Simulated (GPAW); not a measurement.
Consider LiCuS2 (C2/m).

```xyz
4
Lattice="3.8661 -1.7106 0.0000 3.8661 1.7106 0.0000 -2.8011 0.0000 5.3727" Properties=species:S:1:pos:R:3 pbc="T T T"
Cu    3.8661    0.0000    0.0000
S     0.2366    0.0000    1.4273
S     4.6945    0.0000    3.9453
Li    2.4655    0.0000    2.6863
```

Absorber: atom 2, with 2 Cu at 2.24 Å, 1 Li at 2.56 Å and 2 Li at 2.68 Å (5-fold, site symmetry m). Method: GPAW, LDA, excited-electron core hole (neutral cell), 12-atom cell with 6.1 Å between holes, 4×4×4 k points, dipole transitions, Gaussian full width 0.9 eV up to 4 eV, rising linearly to 3.5 eV at 25 eV.

Question: Where do the maxima of the S K edge fall?

Main maxima up to 24 eV above the zero (height): 0.6 eV (1.92), 5.5 eV (1.27) and 10.4 eV (1.29). A K edge sees empty p states on the absorber. The total-energy difference is 2472.73 eV. One term is added: -16.82 eV, since the hole is spin-paired here and a spin-polarised one costs that much less in the free atom (computed apart). The photon energy is then 2455.91 eV. The functional leaves an error in such absolute values: in the free atom LDA prices this hole 9.1 eV below PBE (computed apart), and PBE is itself good to a few eV.

The S K spectrum (energy from the lowest empty level; intensity scaled to a mean of 1 over the first 20 eV; polarised curves are means over the symmetry-equivalent atoms):

| E (eV) | isotropic | ε ∥ x | ε ∥ y | ε ∥ z |
| --- | --- | --- | --- | --- |
| -2.0 | 0.00 | 0.00 | 0.00 | 0.00 |
| -1.0 | 0.01 | 0.00 | 0.01 | 0.02 |
| 0.0 | 1.02 | 0.08 | 1.01 | 1.96 |
| 1.0 | 1.44 | 0.10 | 1.94 | 2.28 |
| 2.0 | 0.06 | 0.01 | 0.07 | 0.09 |
| 3.0 | 0.13 | 0.28 | 0.07 | 0.05 |
| 4.0 | 1.00 | 1.68 | 0.93 | 0.40 |
| 5.0 | 1.25 | 1.24 | 1.77 | 0.76 |
| 6.0 | 1.23 | 1.73 | 1.18 | 0.77 |
| 7.0 | 1.10 | 1.64 | 1.20 | 0.48 |
| 8.0 | 1.22 | 1.08 | 1.87 | 0.71 |
| 9.0 | 1.22 | 0.83 | 1.54 | 1.30 |
| 10.0 | 1.28 | 0.74 | 1.41 | 1.70 |
| 11.0 | 1.26 | 0.79 | 1.37 | 1.64 |
| 12.0 | 1.21 | 0.94 | 1.12 | 1.56 |
| 13.0 | 1.18 | 1.05 | 0.99 | 1.50 |
| 14.0 | 1.01 | 1.10 | 0.89 | 1.05 |
| 15.0 | 0.87 | 1.10 | 0.76 | 0.75 |
| 16.0 | 0.83 | 1.03 | 0.75 | 0.72 |
| 17.0 | 0.82 | 0.88 | 0.84 | 0.74 |
| 18.0 | 0.84 | 0.77 | 0.97 | 0.79 |
| 19.0 | 0.88 | 0.71 | 1.09 | 0.85 |
| 20.0 | 0.92 | 0.71 | 1.13 | 0.92 |
| 21.0 | 0.96 | 0.75 | 1.10 | 1.01 |
| 22.0 | 0.96 | 0.82 | 1.01 | 1.05 |
| 23.0 | 0.93 | 0.90 | 0.89 | 1.01 |
| 24.0 | 0.93 | 1.00 | 0.80 | 0.98 |
| 25.0 | 0.95 | 1.11 | 0.77 | 0.98 |
| 26.0 | 0.99 | 1.20 | 0.79 | 0.99 |
| 27.0 | 1.01 | 1.21 | 0.83 | 1.00 |
| 28.0 | 1.00 | 1.14 | 0.85 | 1.01 |
| 29.0 | 0.97 | 1.02 | 0.86 | 1.03 |
| 30.0 | 0.94 | 0.93 | 0.85 | 1.03 |
| 31.0 | 0.92 | 0.89 | 0.83 | 1.02 |
| 32.0 | 0.89 | 0.89 | 0.80 | 0.99 |

The unit cell's mesh shows no gap over 0.35 eV. That is right for a metallic compound; for a small-gap or correlated insulator it would be the fault of the functional or of the assumed magnetic order, and the hole would be screened too well. The holes are only 6.1 Å apart, so the shape is probably not converged with cell size; no larger cell was run here. The mesh is coarse (0.29 Å⁻¹ between points), so small maxima may be mesh ripples. The structure is a computed Materials Project entry and may be a hypothetical form.

[Banner, clock and machine lines of the logs are left out without a mark of their own.]

[Logs are printed without paths, hosts, clocks, repeated set-up lines and the standing remarks that a program may print on its own settings, such as how far it seeks lower states.]

[Hosts, paths, dates, database ids (printed as entryN), source tags and the programs' standing remarks are cut or masked in the printed files.]

[Lists of maxima count a maximum above −3 eV only where it reaches 4 % of the highest in the window and stands out from its surroundings by 2 % of it (1.5 % where it reaches 55 %); shoulders and weaker maxima are passed over, and of the rest the first, up to two pre-edge ones and the few strongest are named.]
